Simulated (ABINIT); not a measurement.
# A GW chain in ABINIT: K2Pt (Fm-3m)

How does a plane-wave GW calculation on K2Pt (Fm-3m) run from the first input to the gap?

Calculated with ABINIT 10.8.3; PBEsol and many-body steps on it, plane waves.

## Step 1: Starting point

Symmetry: Fm-3m, No. 225, cubic system. The conventional cell has a = 7.563 Å, b = 7.563 Å, c = 7.563 Å, α = 90.00°, β = 90.00°, γ = 90.00°. K has 4 Pt at 3.27 Å nearest. Nearest to Pt lie 8 K at 3.27 Å. Farther neighbours are not listed.

As a file:

```cif
data_structure
_symmetry_space_group_name_H-M 'P 1'
_symmetry_Int_Tables_number 1
_cell_length_a 5.3478
_cell_length_b 5.3478
_cell_length_c 5.3478
_cell_angle_alpha 60.000
_cell_angle_beta 60.000
_cell_angle_gamma 60.000
_cell_volume 108.15
loop_
_atom_site_label
_atom_site_type_symbol
_atom_site_fract_x
_atom_site_fract_y
_atom_site_fract_z
_atom_site_occupancy
K1 K 0.75000 0.75000 0.75000 1
K2 K 0.25000 0.25000 0.25000 1
Pt3 Pt 0.00000 0.00000 0.00000 1
```

The cell and positions are those that the Materials Project relaxed with its own functionals (PBE, PBE+U or r2SCAN), kept fixed.

## Step 2: Ground state

This step: ABINIT 10.8.3; DFT, PBEsol with spin-orbit coupling, plane waves, norm-conserving pseudopotentials.

The ground-state density comes first.

File run.abi:

```
acell 3*1.0 Angstrom
rprim 
  -0.000000000000 3.781463140000 3.781463140000
  3.781463140000 -0.000000000000 3.781463140000
  3.781463140000 3.781463140000 -0.000000000000
ntypat 2
znucl 19 78
natom 3
typat 1 1 2
xred 
  0.750000000000 0.750000000000 0.750000000000
  0.250000000000 0.250000000000 0.250000000000
  0.000000000000 0.000000000000 0.000000000000
pp_dirpath "pseudos"
pseudos "K.upf, Pt.upf"
ecut 38
nspinor 2
ngkpt 4 4 4
nshiftk 1
shiftk 0 0 0
kptopt 1
chksymbreak 0
nband 46
occopt 1
tolvrs 1e-10
nstep 60
prtwf 0
optforces 0
optstress 0
indata_prefix "in"
outdata_prefix "out"
tmpdata_prefix "tmp"
```

Launch:

```bash
$ OMP_NUM_THREADS=1 mpirun -n 4 abinit run.abi > log
```

Numbers of over 12 decimals in the logs are rounded to 6 here.

The program printed:

```text
.Version 10.8.3 of ABINIT. v10.8.2 released Aug 2026.

 Symmetries : space group Fm -3 m (#225); Bravais cF (face-center cubic)
================================================================================
 Values of the parameters that define the memory need of the present run
     intxc =       0    ionmov =       0      iscf =       7    lmnmax =      26
     lnmax =      26     mgfft =      60  mpssoang =       7    mqgrid =    3001
     natom =       3  nloc_mem =       1    nspden =       1   nspinor =       2
    nsppol =       1      nsym =      48    n1xccc =    2501    ntypat =       2
    occopt =       1   xclevel =       2
-    mband =          46        mffmem =           1         mkmem =           2
       mpw =        8192          nfft =      216000          nkpt =           8
================================================================================
  Rough estimation (10% accuracy) of disk space for files :
================================================================================

--------------------------------------------------------------------------------
------------- Echo of variables that govern the present computation ------------
--------------------------------------------------------------------------------
 -outvars: echo values of preprocessed input variables --------
            acell      1.8897261259E+00  1.8897261259E+00  1.8897261259E+00 Bohr

      chksymbreak           0
             ecut      3.80000000E+01 Hartree
-          fftalg         312

              ixc     -116133
              kpt      0.00000000E+00  0.00000000E+00  0.00000000E+00
                       2.50000000E-01  0.00000000E+00  0.00000000E+00
                       5.00000000E-01  0.00000000E+00  0.00000000E+00
                       2.50000000E-01  2.50000000E-01  0.00000000E+00
                       5.00000000E-01  2.50000000E-01  0.00000000E+00
                      -2.50000000E-01  2.50000000E-01  0.00000000E+00
                       5.00000000E-01  5.00000000E-01  0.00000000E+00
                      -2.50000000E-01  5.00000000E-01  2.50000000E-01
         kptrlatt        4    0    0      0    4    0      0    0    4
          kptrlen      4.04234827E+01
P           mkmem           2
            natom           3
            nband          46
            ngfft          60      60      60
             nkpt           8
          nspinor           2
            nstep          60
             nsym          48
           ntypat           2
              occ      1.000000  1.000000  1.000000  1.000000  1.000000  1.000000
                       1.000000  1.000000  1.000000  1.000000  1.000000  1.000000
                       1.000000  1.000000  1.000000  1.000000  1.000000  1.000000
                       1.000000  1.000000  1.000000  1.000000  1.000000  1.000000
                       1.000000  1.000000  1.000000  1.000000  1.000000  1.000000
                       1.000000  1.000000  1.000000  1.000000  1.000000  1.000000
                       0.000000  0.000000  0.000000  0.000000  0.000000  0.000000
                       0.000000  0.000000  0.000000  0.000000
        optforces           0
        optstress           0
            prtwf           0
            rprim     -0.0000000000E+00  3.7814631400E+00  3.7814631400E+00
                       3.7814631400E+00 -0.0000000000E+00  3.7814631400E+00
                       3.7814631400E+00  3.7814631400E+00 -0.0000000000E+00
          spgroup         225

           tolvrs      1.00000000E-10

             xred      7.5000000000E-01  7.5000000000E-01  7.5000000000E-01
                       2.5000000000E-01  2.5000000000E-01  2.5000000000E-01
[...]
znucl       19.00000   78.00000

================================================================================

 chkinp: Checking input parameters for consistency.

================================================================================
== DATASET  1 ==================================================================
-   mpi_nproc: 4, omp_nthreads: 1 (-1 if OMP is not activated)

--- !DatasetInfo
iteration_state: {dtset: 1, }
dimensions: {natom: 3, nkpt: 8, mband: 46, nsppol: 1, nspinor: 2, nspden: 1, mpw: 8192, }
cutoff_energies: {ecut:  38.0, pawecutdg:  -1.0, }
electrons: {nelect:   3.60000000E+01, charge:   0.00000000E+00, occopt:   1.00000000E+00, tsmear:   1.00000000E-02, }

 Real(R)+Recip(G) space primitive vectors, cartesian coordinates (Bohr,Bohr^-1):
 R(1)=  0.0000000  7.1459297  7.1459297  G(1)= -0.0699699  0.0699699  0.0699699
 R(2)=  7.1459297  0.0000000  7.1459297  G(2)=  0.0699699 -0.0699699  0.0699699
 R(3)=  7.1459297  7.1459297  0.0000000  G(3)=  0.0699699  0.0699699 -0.0699699
 Unit cell volume ucvol=  7.2980395E+02 bohr^3
 Angles (23,13,12)=  6.00000000E+01  6.00000000E+01  6.00000000E+01 degrees

 getcut: wavevector=  0.0000  0.0000  0.0000  ngfft=  60  60  60
         ecut(hartree)=     38.000   => boxcut(ratio)=   2.13954

--- Pseudopotential description ------------------------------------------------
- K Generated using ONCVPSP code by D. R. Hamann
- 19.00000   9.00000  180509                  znucl, zion, pspdat
12 -116133 2 -1 2250                          pspcod,pspxc,lmax,lloc,mmax
     nproj     2     3     2     0
     spin-orbit psp
        nprojso     3     4     0
  pspatm : epsatm=    8.32943233
         --- l  ekb(1:nproj) -->
[...]
1    4.430824    0.560155    0.000047
[...]
spin-orbit 1    0.035130   -0.028975    0.003418
  spin-orbit 2    0.002518    0.000610   -0.000207   -0.000066
 pspatm: atomic psp has been read  and splines computed

- Pt Generated using ONCVPSP code by D. R. Hamann
- 78.00000  18.00000  180509                  znucl, zion, pspdat
12 -116133 3 -1 1358                          pspcod,pspxc,lmax,lloc,mmax
     nproj     2     4     4     4
     spin-orbit psp
        nprojso     4     4     4
  pspatm : epsatm=   26.53501646
         --- l  ekb(1:nproj) -->
[...]
1    8.292237    1.394318    0.031363    0.000034
             2    2.367289    0.347480    0.006677    0.000051
             3    3.528541    0.380277    0.003389    0.000341
  spin-orbit 1   -1.973037    1.289610    0.048667   -0.000403
  spin-orbit 2    0.140265   -0.093679    0.026381   -0.000361
  spin-orbit 3    0.109762   -0.040165   -0.008358    0.004674
 pspatm: atomic psp has been read  and splines computed

   1.55497972E+03                                ecore*ucvol(ha*bohr**3)
--------------------------------------------------------------------------------

_setup2: Arith. and geom. avg. npw (full set) are    8166.297    8166.278

================================================================================

--- !BeginCycle
iteration_state: {dtset: 1, }
solver: {iscf: 7, nstep: 60, nline: 4, wfoptalg: 0, }
tolerances: {tolvrs: 1.00E-10, }

     iter   Etot(hartree)      deltaE(h)  residm     vres2
 ETOT  1  -190.53189378306    -1.905E+02 1.213E-01 1.452E+02
 ETOT  2  -190.74182841190    -2.099E-01 1.552E-02 3.670E+01
 ETOT  3  -190.74401981184    -2.191E-03 1.275E-02 7.935E-01
 ETOT  4  -190.74410971564    -8.990E-05 4.587E-03 5.384E-02
 ETOT  5  -190.74410136855     8.347E-06 2.521E-03 1.540E-01
 ETOT  6  -190.74410657517    -5.207E-06 2.688E-03 9.660E-02
 ETOT  7  -190.74411440475    -7.830E-06 1.022E-03 4.163E-03
 ETOT  8  -190.74411461926    -2.145E-07 9.660E-04 4.724E-04
 ETOT  9  -190.74411463932    -2.005E-08 2.896E-04 1.209E-04
 ETOT 10  -190.74411464963    -1.032E-08 2.690E-04 5.738E-08
 ETOT 11  -190.74411464964    -6.423E-12 7.441E-05 5.256E-09
 ETOT 12  -190.74411464965    -1.492E-11 7.025E-05 1.168E-08
 ETOT 13  -190.74411464964     1.776E-11 1.923E-05 1.596E-10
 ETOT 14  -190.74411464966    -2.345E-11 4.419E-05 4.972E-11

 At SCF step   14       vres2   =  4.97E-11 < tolvrs=  1.00E-10 =>converged.

--- !ResultsGS
iteration_state: {dtset: 1, }
comment   : Summary of ground state results
lattice_vectors:
- [ -0.0000000,   7.1459297,   7.1459297, ]
- [  7.1459297,  -0.0000000,   7.1459297, ]
- [  7.1459297,   7.1459297,  -0.0000000, ]
lattice_lengths: [  10.10587,   10.10587,   10.10587, ]
lattice_angles: [ 60.000,  60.000,  60.000, ] # degrees, (23, 13, 12)
lattice_volume:   7.2980395E+02
convergence: {deltae: -2.345E-11, res2:  4.972E-11, residm:  4.419E-05, diffor:  0.000E+00, }
etotal    :  -1.90744115E+02
entropy   :   0.00000000E+00
fermie    :   1.23991987E-01
cartesian_stress_tensor: null
pressure_GPa: null
xred      :
- [  7.5000E-01,   7.5000E-01,   7.5000E-01,  K]
- [  2.5000E-01,   2.5000E-01,   2.5000E-01,  K]
- [  0.0000E+00,   0.0000E+00,   0.0000E+00, Pt]
cartesian_forces: null
force_length_stats: {min: null, max: null, mean: null, }

 Integrated electronic density in atomic spheres:
 ------------------------------------------------
 Atom  Sphere_radius  Integrated_density
[...]
2        2.00000          6.92562980
    3        2.00000         14.62667809
================================================================================

 ----iterations are completed or convergence reached----

 Mean square residual over all n,k,spin=   26.473E-08; max=  44.185E-06
 reduced coordinates (array xred) for    3 atoms
       0.750000000000      0.750000000000      0.750000000000
       0.250000000000      0.250000000000      0.250000000000
       0.000000000000      0.000000000000      0.000000000000
 rms dE/dt=  0.0000E+00; max dE/dt=  0.0000E+00; dE/dt below (all hartree)
    1       0.000000000000      0.000000000000      0.000000000000
    2       0.000000000000      0.000000000000      0.000000000000
    3       0.000000000000      0.000000000000      0.000000000000

 cartesian coordinates (angstrom) at end:
    1      5.672195     5.672195     5.672195
    2      1.890732     1.890732     1.890732
    3      0.000000     0.000000     0.000000
 length scales=  1.889726125908  1.889726125908  1.889726125908 bohr
              =  1.000000000000  1.000000000000  1.000000000000 angstroms
 prteigrs : about to open file out_EIG
 Fermi (or HOMO) energy (hartree) =   0.12399   Average Vxc (hartree)=  -0.29350
 Eigenvalues (hartree) for nkpt=   8  k points:
 kpt#   1, nband= 46, wtk=  0.01563, kpt=  0.0000  0.0000  0.0000 (reduced coord)
  -3.38595   -3.38595   -2.11154   -2.11154   -1.56084   -1.56084   -1.56084   -1.56084
  -0.97718   -0.97718   -0.97470   -0.97470   -0.38357   -0.38357   -0.37560   -0.37560
  -0.37407   -0.37407   -0.37407   -0.37407   -0.36565   -0.36565   -0.36565   -0.36565
   0.02532    0.02532    0.07635    0.07635    0.07635    0.07635    0.11929    0.11929
   0.11929    0.11929    0.12248    0.12248    0.22362    0.22362    0.24366    0.24366
   0.24366    0.24366    0.31132    0.31132    0.32640    0.32640
 prteigrs : prtvol=0 or 1, do not print more k-points.

--- !EnergyTerms
iteration_state     : {dtset: 1, }
comment             : Components of total free energy in Hartree
kinetic             :  5.81720207930375E+01
hartree             :  5.85179319484320E+01
xc                  : -3.63660995117297E+01
Ewald energy        : -1.02311187308168E+02
psp_core            :  2.13068141355624E+00
local_psp           : -1.87092750213477E+02
non_local_psp       :  1.62052882286879E+01
total_energy        : -1.90744114649661E+02
total_energy_eV     : -5.19041177787960E+03
band_energy         : -2.44715121348352E+01

== END DATASET(S) ==============================================================
================================================================================

 -outvars: echo values of variables after computation  --------
           etotal     -1.9074411465E+02
            nband          46
             nkpt           8
          spgroup         225
 [... the other variables as echoed above ...]

 Calculation completed.
```

Elapsed: 2.8 min, on 4 MPI ranks of Arm Neoverse V1, shared host; peak memory 0.62 GiB.

This step gave:

```
total energy               : -5190.4118 eV
gap                        : 0.9102 eV
k of the valence top       : 0.5, 0.5, 0
k of the conduction bottom : 0.5, 0, 0
least direct gap           : 0.9927 eV
```

The gap is indirect, with the least direct gap 0.08 eV higher.

[end of part 1 of 3]

[Paths, hosts, dates, memory and timing lines, banners, echoed tables and standing remarks are left out of the program output.]

[Logs are printed without paths, hosts, clocks, repeated set-up lines and the standing remarks that a program may print on its own settings, such as how far it seeks lower states.]

[Runs of the session that timed out or met a known fault of the program may be left out.]

[Hosts, paths, dates, database ids (printed as entryN), source tags and the programs' standing remarks are cut or masked in the printed files.]

[G0W0 gaps are taken among the corrected bands and points alone; a level outside them can change the order at an edge.]

[Where Ansatz stands beside ABINIT at settings called matched, ABINIT's density can come from a denser mesh and the files from another edition; pairs whose starting gaps differed by over 0.03 eV were left out, so agreement reads better than it is.]
